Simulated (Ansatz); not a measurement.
# MoPbO4 (Wulfenite): band gap by G0W0 on r2SCAN, part 2 of 3

Aim: the quasiparticle gap of MoPbO4 (Wulfenite), starting from r2SCAN.

Ansatz 0.2.0; r2SCAN, then G0W0 on it, plane waves, PAW. Known limits of the many-body steps: finite bands, screening cutoff and k mesh; no spin-orbit coupling in G0W0.

So far. Step 2 (Bands along the symmetry lines): Over mesh and path the gap is 3.013 eV, from k = (0.000, 0.000, 0.400) to k = (-0.240, 0.240, 0.240). The least direct gap found is 3.131 eV, at k = (-0.240, 0.240, 0.240). On the 6×6×6 mesh alone the same run gives 3.035 eV, so that mesh misses an edge of r2SCAN: 3.035 − 3.013 = +0.022 eV.

## 3. One-shot GW

G0W0 replaces the xc potential by a self-energy built once from the orbitals of the start. Levels are corrected in the window of bands that the input names, at points of the mesh.

This step: G0W0 on r2SCAN, plane waves, PAW.

The input, input.yaml:

```yaml
crystal:
  lattice:
    - [-2.7156, 2.7156, 6.05325]
    - [2.7156, -2.7156, 6.05325]
    - [2.7156, 2.7156, -6.05325]
  atoms:
    - { symbol: Mo, position: [0.25, 0.75, 0.5] }
    - { symbol: Mo, position: [0.5, 0.5, 0.0] }
    - { symbol: Pb, position: [0.75, 0.25, 0.5] }
    - { symbol: Pb, position: [0.0, 0.0, 0.0] }
    - { symbol: O, position: [0.0323, 0.9041, 0.5986] }
    - { symbol: O, position: [0.6541, 0.5555, 0.3718] }
    - { symbol: O, position: [0.3055, 0.4337, 0.4014] }
    - { symbol: O, position: [0.1837, 0.2823, 0.6282] }
    - { symbol: O, position: [0.7177, 0.3459, 0.9014] }
    - { symbol: O, position: [0.0959, 0.6945, 0.1282] }
    - { symbol: O, position: [0.4445, 0.8163, 0.0986] }
    - { symbol: O, position: [0.5663, 0.9677, 0.8718] }
kpoints:
  mp_grid: { grid: [4, 4, 4] }
hamiltonian:
  xc: r2scan
  pseudopotentials: { kind: paw, source: ansatz }
scf:
  occupations: { method: fixed }
gw:
  n_empty_bands: 2654
  ecut_chi: 350.0
  qp_bands: [v4, c4]
  qp_kpoints: band_edges
  screening: { model: contour_deformation }
```

On the command line:

```
> ansatz run input.yaml --threads 4 --pin off --max-ram 138240MiB --backend cuda --events-out ev --progress --plain --runs-dir out --devices 1 --max-vram 26GiB
```

Numbers of over 12 decimals in the logs are rounded to 6 here.

Output:

```text
GPUs: using 1 of 1 available (devices: 1).
[...]
GPU FFT provider: cuFFT
GPU libraries: cuBLAS 13.8.2, cuFFT 12.4.0, cuSOLVER 12.3.4
Crystal: 12 atoms, lattice volume = 178.558 Å³
Basis set: ecut = 1050 eV, 13731 PW (Γ), exchange–correlation on 360×360×360 points (64 copies of the dense FFT grid, shifted against one another)
Bands: 72, of which v1, the nominal top of the filled ones, is band 60 counted from 1 (59 counted from 0)
Symmetry: 8 space group operations
[...]
k-points: 14 of 64
[...]
GPU buffer pool allocated for 729000 grid points (all kernels)
[...]
SCF iter   1: F=—  HF=-45104.145429 eV  |F-HF|=—  |Δ(HF+E_count)|=         —  Δρ=1.16e-1  dr2=2.91e1  dr2_τ=8.92e0  ethr=3.10e-3  ⟨swp⟩=5.0  Hψ=3159  notcnv=0  defer=126
[...]
SCF iter  10: F=-45098.689766 eV  HF=-45098.689766 eV  |F-HF|=2.27e-9  |Δ(HF+E_count)|=   1.32e-8  Δρ=1.20e-6  dr2=3.64e-9  dr2_τ=1.70e-10  ethr=8.33e-11  ⟨swp⟩=10.1  Hψ=3370  notcnv=0
SCF 1 converged in 10 iterations: F = -45098.689766 eV  dr2 = 3.64e-9
[...]
NSCF: frozen V_eff on 14 k-points
the band table was solved once the SCF had ended and its energy, with any forces and stress, was formed, with the checks that follow a solve (3839 applications of the Hamiltonian). They found nothing against the state; the energy, forces and stress were not computed again (output.eigenvalues in the input reference)
[...]
G₀W₀ screening: q 1/14
[... further progress lines ...]
[...]
SCF converged after 10 iterations
Free energy (F): -45098.689766 eV
[...]
Internal energy: -45098.689766 eV  (E = F + TS)
E sigma→0 (E₀):  -45098.689766 eV
Fermi energy:    7.864856 eV
[...]
--- Band table (eV; the first three rows and the last of 14) ---
  k-point 0: bands = [... 56 lower, 6.9256, 6.9979, 6.9979, 7.1246, 11.2013, 11.6399, 11.9019, 12.1383, ... 8 higher]
  k-point 1: bands = [... 56 lower, 6.6384, 6.8557, 6.9243, 7.6836, 11.3578, 11.3874, 11.6065, 11.8694, ... 8 higher]
  k-point 2: bands = [... 56 lower, 6.6166, 6.6166, 7.7250, 7.7250, 11.5383, 11.5383, 11.8063, 11.8063, ... 8 higher]
  k-point 13: bands = [... 56 lower, 6.7431, 6.7431, 6.9104, 6.9104, 11.7483, 11.7483, 11.8417, 11.8417, ... 8 higher]
--- G₀W₀: contour deformation, 7 samples at zero and on the imaginary axis and 2 off it, 64 q-points, 2654 empty bands' worth ---
  eigenvalues of the whole cell's RPA ε∞ on this k-mesh (on a slab, of 1 + 4πα/V) = 4.3131, 4.6726, 4.6726; static W/v taken at q = 0 is 0.218740
  gw.qp_kpoints: band_edges: 14 of 14 stored k-points solved, in 1 pass; an edge of the gap read off the rows below is read off those points alone
    ik  band        ε_KS         Σx   Σc(E_QP)       V_xc       Z   E_QP_lin       E_QP  E_QP is
     0    57      6.9256   -23.6955     2.7882   -20.1978  0.7493     6.2081     6.2161  root
     0    58      6.9979   -25.7101     3.9535   -21.1014  0.7291     6.3352     6.3427  root
     0    59      6.9979   -25.7101     3.9535   -21.1014  0.7291     6.3352     6.3427  root
     0    60      7.1246   -25.1659     2.9440   -21.5449  0.7518     6.4411     6.4477  root
     0    61     11.2013   -15.1085    -4.6829   -20.4945  0.7730    11.9108    11.9045  root
     0    62     11.6399   -15.6896    -4.6264   -21.0390  0.7678    12.3700    12.3629  root
     0    63     11.9019   -16.7740    -4.9493   -22.5484  0.7456    12.7387    12.7269  root
     0    64     12.1383   -16.8920    -4.9832   -22.6470  0.7443    12.9211    12.9100  root
     1    57      6.6384   -25.2502     3.8872   -20.6875  0.7297     5.9546     5.9630  root
     1    58      6.8557   -24.1316     2.9031   -20.5062  0.7493     6.1250     6.1334  root
     1    59      6.9243   -25.6557     3.9312   -21.0735  0.7285     6.2658     6.2733  root
     1    60      7.6836   -23.7236     2.3181   -20.7276  0.7594     6.9995     7.0055  root
     1    61     11.3578   -14.9712    -4.6228   -20.2578  0.7724    12.0274    12.0216  root
     1    62     11.3874   -15.4177    -4.6613   -20.7726  0.7686    12.0876    12.0810  root
     1    63     11.6065   -15.5045    -4.7097   -20.9478  0.7637    12.3480    12.3402  root
     1    64     11.8694   -16.4649    -4.8121   -22.0740  0.7531    12.6764    12.6663  root
     2    57      6.6166   -25.3417     4.0677   -20.6119  0.7242     5.9462     5.9546  root
     2    58      6.6166   -25.3417     4.0677   -20.6119  0.7242     5.9462     5.9546  root
     2    59      7.7250   -24.1914     2.4160   -21.0725  0.7606     7.0156     7.0221  root
     2    60      7.7250   -24.1914     2.4160   -21.0725  0.7606     7.0156     7.0221  root
     2    61     11.5383   -15.8867    -4.7484   -21.3821  0.7588    12.2937    12.2853  root
     2    62     11.5383   -15.8867    -4.7484   -21.3821  0.7588    12.2937    12.2853  root
     2    63     11.8063   -15.6092    -4.7257   -21.0872  0.7638    12.5668    12.5586  root
     2    64     11.8063   -15.6092    -4.7257   -21.0872  0.7638    12.5668    12.5586  root
     3    57      6.7290   -25.4832     3.8876   -20.9388  0.7290     6.0644     6.0722  root
     3    58      6.8567   -25.4044     3.8759   -20.8722  0.7289     6.1929     6.2006  root
     3    59      6.9418   -25.2293     3.5952   -20.9682  0.7360     6.2685     6.2759  root
     3    60      7.3542   -23.7685     2.5491   -20.5358  0.7543     6.6638     6.6706  root
     3    61     11.2232   -14.8305    -4.6604   -20.1556  0.7754    11.8937    11.8880  root
     3    62     11.5990   -15.7875    -4.7219   -21.2436  0.7632    12.3410    12.3332  root
     3    63     11.7167   -16.0511    -4.8053   -21.6233  0.7556    12.4928    12.4836  root
     3    64     11.8263   -16.1735    -4.7496   -21.6721  0.7582    12.5839    12.5753  root
     4    57      6.5593   -25.1815     3.9768   -20.5402  0.7262     5.8865     5.8949  root
     4    58      6.7591   -25.3926     3.9547   -20.7737  0.7275     6.0869     6.0950  root
     4    59      7.2221   -24.5989     2.9438   -20.9655  0.7485     6.5252     6.5324  root
     4    60      7.8649   -23.9850     2.2607   -21.0316  0.7628     7.1661     7.1722  root
     4    61     11.1720   -14.8846    -4.6483   -20.1993  0.7724    11.8443    11.8384  root
     4    62     11.5244   -15.6060    -4.7186   -21.0573  0.7615    12.2652    12.2572  root
     4    63     11.7623   -16.1168    -4.7971   -21.6940  0.7587    12.5515    12.5424  root
     4    64     11.9596   -16.2510    -4.7882   -21.8259  0.7565    12.7559    12.7464  root
[...]
12    61     11.3280   -15.3936    -4.6603   -20.7611  0.7659    12.0422    12.0352  root
    12    62     11.6512   -16.1991    -4.8204   -21.7738  0.7559    12.4144    12.4055  root
    12    63     11.8445   -16.3830    -4.8803   -22.0686  0.7548    12.6598    12.6497  root
    12    64     11.9115   -15.8220    -4.7958   -21.3776  0.7601    12.6799    12.6712  root
    13    57      6.7431   -25.1438     3.6689   -20.8162  0.7329     6.0769     6.0845  root
    13    58      6.7431   -25.1438     3.6689   -20.8162  0.7329     6.0769     6.0845  root
    13    59      6.9104   -25.5595     3.9595   -20.9402  0.7284     6.2428     6.2507  root
    13    60      6.9104   -25.5595     3.9595   -20.9402  0.7284     6.2428     6.2507  root
    13    61     11.7483   -16.2942    -4.8810   -21.9691  0.7549    12.5520    12.5422  root
    13    62     11.7483   -16.2942    -4.8810   -21.9691  0.7549    12.5520    12.5422  root
    13    63     11.8417   -16.2123    -4.8105   -21.7808  0.7556    12.6089    12.5998  root
    13    64     11.8417   -16.2123    -4.8105   -21.7808  0.7556    12.6089    12.5998  root
```

Elapsed: 14 min, on 1 × NVIDIA H100 80GB HBM3 (shared by 3 runs) with 4 threads of AMD EPYC 7R13 (Zen 3), shared host; peak memory 30 GiB; 26 min of CPU time.

This step gave:

* bands summed: 2714
* RPA ε∞ on this mesh (eigenvalues): 4.313, 4.673, 4.673
* plane waves in the screening matrix: 2607
* q-points in the mesh: 64
* G0W0 gap over the corrected points: 4.380 eV
* k of the valence top: 0, 0.25, 0.25
* k of the conduction bottom: 0.25, -0.25, 0.25
* starting gap on the mesh: 3.057 eV
* Z at the valence top: 0.7628
* Z at the conduction bottom: 0.7786
* least direct G0W0 gap over the corrected points: 4.463 eV

Over all 14 irreducible mesh points the G0W0 gap is 4.380 eV, from k = (0.000, 0.250, 0.250) to k = (0.250, -0.250, 0.250). The r2SCAN gap of this run on the mesh is 3.057 eV. The two states that bound the G0W0 gap lie that far apart at the start, so the correction of the gap is 4.380 − 3.057 = +1.323 eV. The start of this run differs from the step before in mesh (6×6×6 and 4×4×4), files (soft_2 PAW and hard PAW) and plane-wave cutoff (500 eV and 1050 eV).

Labels follow the order of the start: v1 is the top filled band, c1 the lowest empty one; levels that stay degenerate share a row, the window can cut a multiplet, doubted levels are not marked in this list, bands outside the window were not corrected, and the list may be a part of the corrected levels. Levels before and after the correction, in eV, zero at the valence-band top of each column:

|  | conduction bottom | valence top |
| --- | --- | --- |
| Kohn-Sham | 3.06 | 0.00 |
| G0W0 | 4.38 | 0.00 |

```csv
,level,occupation,energy (eV)
Kohn-Sham,(0 0.25 0.25) v3,2,-1.106
Kohn-Sham,(0 0.25 0.25) v2,2,-0.643
Kohn-Sham,(0 0.25 0.25) v1,2,0.000
Kohn-Sham,(0 0.25 0.25) c1,0,3.307
Kohn-Sham,(0 0.25 0.25) c2,0,3.660
Kohn-Sham,(0 0.25 0.25) c3,0,3.897
Kohn-Sham,(0.25 -0.25 0.25) v3,2,-1.077
Kohn-Sham,(0.25 -0.25 0.25) v2,2,-0.906
Kohn-Sham,(0.25 -0.25 0.25) v1,2,-0.095
Kohn-Sham,(0.25 -0.25 0.25) c1,0,3.058
Kohn-Sham,(0.25 -0.25 0.25) c2,0,3.626
Kohn-Sham,(0.25 -0.25 0.25) c3,0,3.909
G0W0,(0 0.25 0.25) v3,2,-1.077
G0W0,(0 0.25 0.25) v2,2,-0.640
G0W0,(0 0.25 0.25) v1,2,0.000
G0W0,(0 0.25 0.25) c1,0,4.666
G0W0,(0 0.25 0.25) c2,0,5.085
G0W0,(0 0.25 0.25) c3,0,5.370
G0W0,(0.25 -0.25 0.25) v3,2,-1.045
G0W0,(0.25 -0.25 0.25) v2,2,-0.885
G0W0,(0.25 -0.25 0.25) v1,2,-0.084
G0W0,(0.25 -0.25 0.25) c1,0,4.380
G0W0,(0.25 -0.25 0.25) c2,0,5.023
G0W0,(0.25 -0.25 0.25) c3,0,5.354
```

The parts of the quasiparticle energy for the two states that bound the G0W0 gap, in eV on the run's own scale (QP = start + Σx + Σc − Vxc, with Σc at the quasiparticle energy):

```csv
edge,k,band,start,Σx,Σc,Vxc,Z,QP
valence top,"(0.000, 0.250, 0.250)",60,7.865,−23.985,2.261,−21.032,0.763,7.172
conduction bottom,"(0.250, -0.250, 0.250)",61,10.923,−14.431,−4.628,−19.688,0.779,11.552
```

(Continued in part 3 of 3.)

[Paths, hosts, dates, memory and timing lines, banners, echoed tables and standing remarks are left out of the program output.]

[Logs are printed without paths, hosts, clocks, repeated set-up lines and the standing remarks that a program may print on its own settings, such as how far it seeks lower states.]

[Runs of the session that timed out or met a known fault of the program may be left out.]

[Cells called generated may have been cut or substituted from an entry of the Crystallography Open Database or the Materials Project.]

[Hosts, paths, dates, database ids (printed as entryN), source tags and the programs' standing remarks are cut or masked in the printed files.]

[Where an RPA ε∞ is given, it is that of the G0W0 mesh and is not shown converged in it. Names of k-points follow the symmetry that the program found, which can be lower than the space group named. Band edges on a path are those of the sampled points; other points can move an edge, and change direct to indirect where valleys lie close.]

[Hybrid gaps are those of their k-mesh and are not shown converged in it.]
